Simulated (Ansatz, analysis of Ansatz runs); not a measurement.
# Cs2MnF5 (P4/mmm): a line between two Mn sites for an added hole, part 2 of 2

Aim: the energy barrier that a trapped hole meets when it moves from one Mn atom to another one nearby in Cs2MnF5 (P4/mmm). The model is a cell of 48 host atoms.

Ansatz 0.2.0; plane-wave PAW DFT, PBEsol+U; relaxation of all atoms of a supercell at fixed charge in a uniform background; PAW set soft_1.

So far. Step 2 (The cell without the carrier): The largest displacement from an ideal site is 0.005 Å. Step 3 (The hole on the first site): The largest changes of the moments are -0.71 μB on Mn38, -0.09 μB on F30 and -0.09 μB on F46. The largest part sits on the chosen site.

### Step 4. The hole on the second site

The same start is made on the second site, to get the end of the hop.

B.relax/input.yaml reads:

```yaml
crystal:
  lattice:
    - [6.32862502, 6.32862502, 0.0]
    - [-6.32862502, 6.32862502, 0.0]
    - [0.0, 0.0, 12.80661846]
  atoms:
    - { symbol: Cs, position: [0.250433, 0.249759, 0.167297] }
    - { symbol: Cs, position: [0.750641, 0.749562, 0.167247] }
[... 19 atom lines left out ...]
    - { symbol: Mn, position: [0.500704, 0.499647, 0.333942], spin: 3.0 }
    - { symbol: F, position: [0.302575, 0.499736, 0.334181] }
[... 2 atom lines left out ...]
    - { symbol: F, position: [0.500622, 0.301529, 0.334006] }
[... 1 atom line left out ...]
    - { symbol: F, position: [0.500805, 0.69777, 0.33387] }
[... 1 atom line left out ...]
    - { symbol: F, position: [0.501131, 0.499789, 0.49281] }
[... 7 atom lines left out ...]
    - { symbol: Mn, position: [0.500886, 0.499582, 0.667292], spin: 4.0 }
[... 9 atom lines left out ...]
    - { symbol: F, position: [0.710234, 0.499436, 0.667365] }
total_charge: 1
basis:
  ecutwfc: 420
  xc_grid: 2
hamiltonian:
  xc: pbesol
  hubbard:
    sites: [{ species: Mn, l: d, u_eff: 4.5 }]
    projectors: ortho-atomic
  pseudopotentials: { kind: paw, azcp: { folder: soft_1 }, xc_functional: pbe }
kpoints:
  mp_grid: { grid: [1, 1, 1] }
magnetization:
  spin_polarized: true
  initial_magnetization: 23
  spin_locking: { lock_magnetization: hard }
scf:
  occupations: { method: fermi_dirac, width: 0.01 }
  max_iter: 120
  lower_state_search: "off"
output:
  forces: true
relax:
  f_tol: 0.015
  max_steps: 70
  escape_saddle: false
checkpoint:
  write: "../B.relax.run"
  compress: false
  write_wavefunctions: true
  write_every: 100000
```

Launch:

```bash
$ ansatz run input.yaml --threads 4 --pin off --max-ram 9420MiB --backend cpu --events-out ev --progress --plain --runs-dir out
```

Numbers of over 12 decimals in the logs are rounded to 6 here.

Log:

```text
[...]
Crystal: 48 atoms, lattice volume = 1025.848 Å³
Basis set: ecut = 420 eV, 20003 PW (Γ), exchange–correlation on 120×120×180 points (8 copies of the dense FFT grid, shifted against one another)
Bands: 263, of which v1, the nominal top of the filled ones, is band 204 counted from 1 (203 counted from 0)
Symmetry: 1 space group operations
[...]
k-points: 1
[...]
Starting moments: Σ|m| = 23 μB on 6 of 48 sites
[...]
SCF iter   1: F=—  HF=-114387.515504 eV  |F-HF|=—  |Δ(HF+E_count)|=         —  Δρ=2.40e-1 (↑1.06e-1 ↓2.40e-1)  dr2=1.20e3  dr2_m=5.04e1  M=23.000 μB ∫|m|=23.493 μB  β_m=0.30  ethr=3.10e-3  ⟨swp⟩=6.0  Hψ=2063  notcnv=0  defer=23
[...]
F+E_penalty+E_count = -114295.18477214 eV   max|allowed force component| = 8.675e-3 eV/Å
  atoms:
    - { symbol: Cs, position: [0.245118, 0.244014, 0.165533] }
    - { symbol: Cs, position: [0.756328, 0.755185, 0.165545] }
    [... 19 atoms left out ...]
    - { symbol: Mn, position: [0.500725, 0.499598, 0.333953] }
    - { symbol: F, position: [0.297335, 0.499601, 0.333968] }
    [... 2 atoms left out ...]
    - { symbol: F, position: [0.500721, 0.296209, 0.333953] }
    [... 1 atom left out ...]
    - { symbol: F, position: [0.500728, 0.702987, 0.333953] }
    [... 1 atom left out ...]
    - { symbol: F, position: [0.500747, 0.499601, 0.478067] }
    [... 1 atom left out ...]
    - { symbol: F, position: [0.704113, 0.499594, 0.333937] }
    [... 5 atoms left out ...]
    - { symbol: Mn, position: [0.500741, 0.499589, 0.668356] }
    - { symbol: F, position: [0.293862, 0.499596, 0.661715] }
    [... 2 atoms left out ...]
    - { symbol: F, position: [0.500734, 0.292709, 0.661696] }
    [... 1 atom left out ...]
    - { symbol: F, position: [0.500744, 0.706468, 0.661717] }
    [... 4 atoms left out ...]
[key lines of the parts left out:]
SCF converged after 6 iterations
Magnetization: 23.0000 μB (215.0000 up, 192.0000 down)
Free energy (F): -114295.184772 eV
Fermi energy:    3.647043 (↑ 3.647043, ↓ 3.452632) eV
```

Wall time 1.8 min (4 threads of Arm Neoverse V1, shared host); peak memory 1.8 GiB; 7.1 min of CPU time.

Distances from Mn22 without and with the hole:

```
atom  without (Å)  with (Å)
 F32         1.87      1.82
 F26         1.87      1.82
 F28         1.87      1.82
 F23         1.87      1.82
 F30         2.13      1.85
 F14         2.13      1.85
```

The largest changes of the moments are -0.71 μB on Mn22, -0.09 μB on F14 and -0.09 μB on F30. The largest part sits on the chosen site.

### Step 5. Points on the line between the two structures

All atoms move on the straight line between the two relaxed structures, 4.03 amu^1/2 Å long in mass-weighted terms. Each point starts from the state of the point before, once from either end, so that both localised states can be followed; the midpoint is also started with the carrier shared.

A.x0500/input.yaml reads:

```yaml
crystal:
  lattice:
    - [6.32862502, 6.32862502, 0.0]
    - [-6.32862502, 6.32862502, 0.0]
    - [0.0, 0.0, 12.80661846]
  atoms:
    - { symbol: Cs, position: [0.246998, 0.245947, 0.166408] }
    - { symbol: Cs, position: [0.754444, 0.753255, 0.166414] }
[... 19 atom lines left out ...]
    - { symbol: Mn, position: [0.500727, 0.499596, 0.333423], spin: 4.0 }
    - { symbol: F, position: [0.295596, 0.499626, 0.336775] }
[... 2 atom lines left out ...]
    - { symbol: F, position: [0.500701, 0.294466, 0.336758] }
[... 1 atom line left out ...]
    - { symbol: F, position: [0.500758, 0.704728, 0.336753] }
[... 1 atom line left out ...]
    - { symbol: F, position: [0.500758, 0.499606, 0.500629] }
[... 7 atom lines left out ...]
    - { symbol: Mn, position: [0.500744, 0.49959, 0.667827], spin: 3.0 }
[... 9 atom lines left out ...]
    - { symbol: F, position: [0.705875, 0.499558, 0.664503] }
total_charge: 1
basis:
  ecutwfc: 420
  xc_grid: 2
hamiltonian:
  xc: pbesol
  hubbard:
    sites: [{ species: Mn, l: d, u_eff: 4.5 }]
    projectors: ortho-atomic
  pseudopotentials: { kind: paw, azcp: { folder: soft_1 }, xc_functional: pbe }
kpoints:
  mp_grid: { grid: [1, 1, 1] }
magnetization:
  spin_polarized: true
  initial_magnetization: 23
  spin_locking: { lock_magnetization: hard }
scf:
  occupations: { method: fermi_dirac, width: 0.01 }
  max_iter: 120
  lower_state_search: "off"
output:
  forces: true
  eigenvalues: true
  eigenstates: { localisation: true }
  write_density: true
  write_potential: true
  volumetric_format: npy
checkpoint:
  read: "../A.x0375.run"
  write: "../A.x0500.run"
  compress: false
  write_wavefunctions: true
  write_every: 100000
```

Log:

```text
[...]
Warning: checkpoint.read: the run can stay near the saved state's solution: 48 site(s) moved relative to the saved geometry (max |Δs| = 5.640e-3 fractional); [...]
[...]
Crystal: 48 atoms, lattice volume = 1025.848 Å³
Basis set: ecut = 420 eV, 20003 PW (Γ), exchange–correlation on 120×120×180 points (8 copies of the dense FFT grid, shifted against one another)
Bands: 263, of which v1, the nominal top of the filled ones, is band 204 counted from 1 (203 counted from 0)
Symmetry: 1 space group operations
[...]
k-points: 1
[...]
Starting moments: Σ|m| = 23 μB on 6 of 48 sites; this step starts from the density that it was given
[...]
iter 1 solved again at ethr=6.44e-4 eV; its pass at ethr=3.10e-3 eV (dr2=2.62e0 eV) is discarded
[...]
SCF iter  15: F=-114294.862230 eV  HF=-114294.862230 eV  |F-HF|=5.54e-8  |Δ(HF+E_count)|=   4.26e-8  Δρ=2.15e-6 (↑2.15e-6 ↓5.54e-7)  dr2=6.53e-8  dr2_m=1.16e-8  M=23.000 μB ∫|m|=24.765 μB  ethr=2.46e-11  ⟨swp⟩=17.5  Hψ=4340  notcnv=0
SCF 1 converged in 15 iterations: F = -114294.862230 eV  dr2 = 6.53e-8
[...]
WARN: The input density's exchange-correlation potential varies sharply where the density is thin. Do not read a vacuum level from v_tot or v_xc, or from such a field of the output density. [...]
SCF converged after 15 iterations
[...]
Magnetization: 23.0000 μB (215.0000 up, 192.0000 down)
Absolute magnetization: 24.8425 μB (∫|ρ↑−ρ↓|, with the PAW one-centre terms)
[...]
Per-site moments (μB) at R_I (Å): [(0.000602858, 1.269803), (0.00060304, 1.269903), (0.000602829, 1.269766), [... 45 left out ...]
Free energy (F): -114294.862230 eV
[...]
Internal energy: -114294.860152 eV  (E = F + TS)
E sigma→0 (E₀):  -114294.861191 eV
Entropy (-TS):   -0.002078 eV (-0.043 meV/atom)
Fermi energy:    3.115529 (↑ 3.115529, ↓ 3.920940) eV
[...]
--- Forces (eV/Å), atoms counted from 1 ---
  atom   1  Cs    -0.00005138     0.03092001     0.00941351
  atom   2  Cs     0.00000252    -0.03121543     0.00939700
  [... 19 atoms left out ...]
  atom  22  Mn    -0.00017115     0.00018534     0.55949584
  atom  23  F     -0.05157306    -0.05164093    -0.00405254
  [... 2 atoms left out ...]
  atom  26  F      0.05163898    -0.05167166    -0.00404252
  [... 1 atom left out ...]
  atom  28  F     -0.05157730     0.05151174    -0.00410402
  [... 1 atom left out ...]
  atom  30  F     -0.00013673    -0.00030539     0.00053928
  [... 1 atom left out ...]
  atom  32  F      0.05161084     0.05157078    -0.00409422
  [... 5 atoms left out ...]
  atom  38  Mn     0.00020346     0.00023850    -0.55981093
  atom  39  F     -0.05150408    -0.05154291     0.00383300
  [... 2 atoms left out ...]
  atom  42  F      0.05156279    -0.05151863     0.00383886
  [... 1 atom left out ...]
  atom  44  F     -0.05151195     0.05146381     0.00381425
  [... 4 atoms left out ...]
  max |Σ_I F_I| component: 4.96e-5 eV/Å
--- Band table (eV) ---
[...]
Occupation matrices written to <dir>
```

Wall time 25 s (4 threads); peak memory 1.8 GiB.

From eigenstates.tsv, first k-point; energies on the run's zero. The participation number counts the atoms that a state is spread over, of 48; bands count from 0.

```
spin  band  energy (eV)  occupation  participation  largest share on  share
down   186        1.182        1.00           11.7                F8   0.13
down   187        1.224        1.00            5.2               F29   0.37
down   188        1.224        1.00            5.2               F29   0.37
down   189        1.238        1.00           13.0                F8   0.09
down   190        1.245        1.00            4.5               F13   0.32
down   191        1.245        1.00            4.5               F13   0.32
down   192        6.589        0.00            2.8              Mn38   0.44
down   193        6.608        0.00            2.8              Mn22   0.44
down   194        6.630        0.00            2.7              Mn38   0.43
down   195        6.630        0.00            2.7              Mn38   0.43
down   196        6.644        0.00            3.9              Mn38   0.34
  up   209        1.496        1.00           14.6               Mn5   0.17
  up   210        1.496        1.00           14.6               Mn5   0.17
  up   211        1.511        1.00           17.9               Mn5   0.13
  up   212        2.737        1.00            7.9              Mn22   0.16
  up   213        3.036        1.00            6.8               F29   0.22
  up   214        3.077        0.98            6.2               Mn5   0.29
  up   215        3.154        0.02            6.7              Mn22   0.23
  up   216        4.826        0.00            6.2              Mn38   0.27
  up   217        4.849        0.00            6.0              Mn22   0.28
  up   218        5.057        0.00            4.7               Mn6   0.39
  up   219        5.163        0.00            5.8              Mn21   0.29
```

Under PBEsol+U (4.5 eV) at the zone centre alone, the highest filled state is spin up, spread over 6 of 48 atoms, and the lowest empty one, 0.08 eV above it, is spin up, spread over 7 of 48 atoms.

Spin density in the ac plane at fractional y = 0.500, through the centre, with atoms of Mn and F within 0.45 Å of it.

Values in e/Å³, 13 rows by 16 columns, each cell a mean:
```
 0.0  0.0  0.0  0.0  0.0  0.0  0.1  1.1  1.7  0.2  0.0  0.0  0.0  0.0  0.0  0.0
 0.0  0.0  0.0  0.0  0.0  0.0  0.0  0.0  0.0  0.0  0.0  0.0  0.0  0.0  0.0  0.0
 0.0  0.0  0.0  0.0  0.0  0.0  0.0  0.0  0.0  0.0  0.0  0.0  0.0  0.0  0.0  0.0
 0.0  0.0  0.0  0.0  0.0  0.0  0.1  0.7  1.0  0.2  0.0  0.0  0.0  0.0  0.0  0.0
 0.0  0.0  0.0  0.0  0.0 -0.1  0.1  1.9  3.2  0.3  0.0  0.0  0.0  0.0  0.0  0.0
 0.0  0.0  0.0  0.0  0.0  0.0  0.0  0.0  0.0  0.0  0.0  0.0  0.0  0.0  0.0  0.0
 0.0  0.0  0.0  0.0  0.0  0.0  0.0 -0.1 -0.2  0.0  0.0  0.0  0.0  0.0  0.0  0.0
 0.0  0.0  0.0  0.0  0.0  0.0  0.0  0.1  0.2  0.1  0.0  0.0  0.0  0.0  0.0  0.0
 0.0  0.0  0.0  0.0  0.0 -0.1  0.1  2.2  3.7  0.4  0.0  0.0  0.0  0.0  0.0  0.0
 0.0  0.0  0.0  0.0  0.0  0.0  0.0  0.2  0.3  0.1  0.0  0.0  0.0  0.0  0.0  0.0
 0.0  0.0  0.0  0.0  0.0  0.0  0.0  0.0  0.0  0.0  0.0  0.0  0.0  0.0  0.0  0.0
 0.0  0.0  0.0  0.0  0.0  0.0  0.0  0.0  0.0  0.0  0.0  0.0  0.0  0.0  0.0  0.0
 0.0  0.0  0.0  0.0  0.0  0.0  0.1  1.7  2.9  0.3  0.0  0.0  0.0  0.0  0.0  0.0
```
Columns run along a (9.0 Å), rows up along c (12.8 Å). Atoms in or near the plane, at fractional coordinates: Mn at (0.50, 0.00), F at (0.29, 0.00), F at (0.50, 0.18), F at (0.71, 0.00), Mn at (0.50, 0.33), F at (0.30, 0.34), F at (0.50, 0.50), F at (0.71, 0.34), Mn at (0.50, 0.67), F at (0.30, 0.66), F at (0.50, 0.82), F at (0.71, 0.66).

Electrostatic potential energy in the ac plane at fractional y = 0.500, through the centre, with atoms of Mn and F within 0.45 Å of it. With pseudopotentials it is smooth inside the atoms' cores, unlike the true potential.

Values in eV, 13 rows by 16 columns, each cell a mean:
```
  9   9   9   7 -11  -9  -2 -26 -31 -11  -3 -14   0   9   9   9
  8   8   8   8   9   9   8  -5 -10   5   9   9   8   8   8   8
  8   8   8   8   8   9   7 -20 -29   0   9   9   8   8   8   8
  9   9   9   8  -4  -3   0 -21 -25  -7   1  -6   4   9   9   9
  9   9   9   3 -28 -26  -9 -40 -44 -21 -14 -33  -8   9   9   9
  9   9   9   9   9   9   7  -3  -7   5   8   9   9   9   9   9
  8   8   8   8   8   9   7 -25 -35  -1   9   9   8   8   8   8
  9   9   9   9   6   6   5  -5  -9   2   7   5   8   9   9   9
  9   9   9   2 -33 -31 -11 -45 -47 -25 -18 -38 -11   9   9   9
  9   9   9   9   4   5   4 -11 -16  -1   6   3   8   9   9   9
  8   8   8   8   8   9   7 -25 -35  -1   9   8   8   8   8   8
  9   9   9   9   9   9   7   1  -3   6   8   9   9   9   8   9
  9   9   9   4 -21 -19  -6 -36 -41 -18  -9 -25  -5   9   9   9
```
Columns run along a (9.0 Å; values clipped at the 3rd and 97th percentile), rows up along c (12.8 Å). Atoms in or near the plane, at fractional coordinates: Mn at (0.50, 0.00), F at (0.29, 0.00), F at (0.50, 0.18), F at (0.71, 0.00), Mn at (0.50, 0.33), F at (0.30, 0.34), F at (0.50, 0.50), F at (0.71, 0.34), Mn at (0.50, 0.67), F at (0.30, 0.66), F at (0.50, 0.82), F at (0.71, 0.66).

Valence density in the ac plane at fractional y = 0.500, through the centre, with atoms of Mn and F within 0.45 Å of it. It is the smooth field of the valence electrons, not physical close to the nuclei.

Ten steps, logarithmic in the rise over the least value, from '0' (0 e/Å³) to '9' (19 e/Å³), each cell a mean:
```
0000026764368853577410000
0000012221123311122100000
0000000000123310000000000
0000000000267741000000000
0000000000268741000000000
0000000000134421000000000
0000013432245531244200000
0000036874379963688510000
0000026764368853577410000
0000012321123311232100000
0000000000134421000000000
0000000000368751000000000
0000000000257641000000000
0000000100123210010000000
0000013542245532354210000
0000036874379963688510000
0000025764368853577410000
0000001221123321122100000
0000000000246531000000000
0000000000368851000000000
0000000000246531000000000
0000000000112210000000000
0000013442245531344210000
0000037874379963688520000
```
Columns run along a (9.0 Å), rows up along c (12.8 Å). Atoms in or near the plane, at fractional coordinates: Mn at (0.50, 0.00), F at (0.29, 0.00), F at (0.50, 0.18), F at (0.71, 0.00), Mn at (0.50, 0.33), F at (0.30, 0.34), F at (0.50, 0.50), F at (0.71, 0.34), Mn at (0.50, 0.67), F at (0.30, 0.66), F at (0.50, 0.82), F at (0.71, 0.66).

Free energies from the first end:

```
started from  fraction  energy (eV)  moment change on Mn38 (μB)  on Mn22 (μB)
  first site         0        0.000                       -0.71         -0.04
  first site     0.125        0.055                       -0.65         -0.06
  first site      0.25        0.179                       -0.55         -0.10
  first site     0.375        0.285                       -0.40         -0.18
  first site       0.5        0.323                       -0.28         -0.28
  first site     0.625        0.285                       -0.18         -0.40
 second site     0.875        0.055                       -0.06         -0.65
 second site      0.75        0.179                       -0.10         -0.55
 second site     0.625        0.285                       -0.18         -0.40
 second site       0.5        0.323                       -0.28         -0.28
 second site     0.375        0.285                       -0.40         -0.18
      shared       0.5        0.323                       -0.28         -0.28
 second site         1        0.000                       -0.04         -0.71
```

### Step 6. Outcome

- distance of the two sites without the carrier: 4.27 Å

In words: The highest point of the line lies 0.32 eV above the first end, but there the hole is shared and partly spread further, so this is no barrier of a single pair, which may be higher, and the image-charge term need not cancel. No run compares the localised hole with one spread in the band, so its binding is unknown. The magnetic order was assumed and need not be the ground state. The total moment is locked, so a carrier of the other spin direction was not tried. The program's search for lower electronic states was switched off in all runs, so that each state is followed; none is shown to be the lowest at its structure. No image-charge correction is applied; it nearly cancels along the line while the charge stays localised. Limits: sampling at the zone centre alone can move energies of charged and open-shell states by tenths of an eV or more in cells of this size; the images are only 9.0 Å apart; gap and trapping depend on the U chosen (Mn d 4.5 eV); spin–orbit coupling, which can matter with heavy atoms, is left out.

[Logs are printed without paths, hosts, clocks, repeated set-up lines and the standing remarks that a program may print on its own settings, such as how far it seeks lower states.]

[Hosts, paths, dates, database ids (printed as entryN), source tags and the programs' standing remarks are cut or masked in the printed files.]
